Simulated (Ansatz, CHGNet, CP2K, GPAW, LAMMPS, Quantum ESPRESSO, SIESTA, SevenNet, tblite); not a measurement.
# Which run comes nearest? Glassy 76SiO2-24K2O (mol %) (114 atoms)

Density of this cell: 2.31 g/cm³. The cell holds 114 atoms: 29 Si, 18 K and 67 O. Cell: a = 12.299 Å, b = 12.299 Å, c = 12.299 Å, α = 90.0°, β = 90.0°, γ = 90.0°. 114 atoms (29 Si, 18 K, 67 O) placed at random at 2.38 g/cm³, melted at 4000 K for 10 ps at fixed volume with the Morse and Coulomb pair potential with partial charges (Pedone, Malavasi, Menziani, Cormack and Segre, J. Phys. Chem. B 110, 11780 (2006)). Quenched from 4000 K to 300 K at 25 K/ps and fixed volume, held 10 ps at zero pressure, then minimised at fixed cell.

Geometry: as built.

The reference, a calculation:

- method: Kohn-Sham DFT, PBE, SSSP efficiency 1.3.0 pseudopotentials, plane waves (Quantum ESPRESSO 7.5); sssp-pbe-1.3.0-efficiency, cutoffs 60/480 Ry, Γ point
- r.m.s. force component: 1.009 eV/Å
- longest force: 3.909 eV/Å
- pressure: 4.747 GPa
- gap (highest filled to lowest empty level): 2.138 eV
- time: 8.2 min on 4 MPI ranks of Arm Neoverse V1, shared host
- CPU time: 33 min

Runs, in no order:
A. SevenNet l3i5 potential: machine-learned interatomic potential SevenNet l3i5, trained on PBE(+U) plane-wave data
B. CHGNet 0.3.0 potential: machine-learned interatomic potential CHGNet 0.3.0, trained on PBE(+U) plane-wave data
C. SIESTA PBE, DZP, shift 0.01 Ry, mesh 500 Ry: Kohn-Sham DFT, PBE, PseudoDojo 0.4.1 norm-conserving pseudopotentials (converted to PSML), numerical atomic orbitals (DZP), diagonalisation
D. SIESTA PBE, DZ, shift 0.01 Ry, mesh 500 Ry: Kohn-Sham DFT, PBE, PseudoDojo 0.4.1 norm-conserving pseudopotentials (converted to PSML), numerical atomic orbitals (DZ), diagonalisation
E. CHGNet r2SCAN potential: machine-learned interatomic potential CHGNet r2SCAN, trained on r2SCAN plane-wave data

Q: Order them from the smallest to the largest r.m.s. force difference.

A, B, C, E, D.

| run | Δ force, r.m.s. (meV/Å) | share of r.m.s. force (%) | CPU time |
| --- | --- | --- | --- |
| A. SevenNet l3i5 potential | 57.5 | 5.70 | 12 s |
| B. CHGNet 0.3.0 potential | 127 | 12.5 | 4.1 s |
| C. SIESTA PBE, DZP, shift 0.01 Ry, mesh 500 Ry | 183 | 18.1 | 12 min |
| E. CHGNet r2SCAN potential | 292 | 29.0 | 4.7 s |
| D. SIESTA PBE, DZ, shift 0.01 Ry, mesh 500 Ry | 837 | 83.0 | 4.6 min |

Machine-learned potentials mimic data converged in k, so the reference's own k-point error enters their differences. The network of bonds at the start is that of the classical potential that made the cell, and needn't be the one that DFT or experiment would give. The electronic-structure runs sample only Γ, in a cell whose shortest periodic width is 12 Å.

[Hosts, paths, dates, database ids (printed as entryN), source tags and the programs' standing remarks are cut or masked in the printed files.]
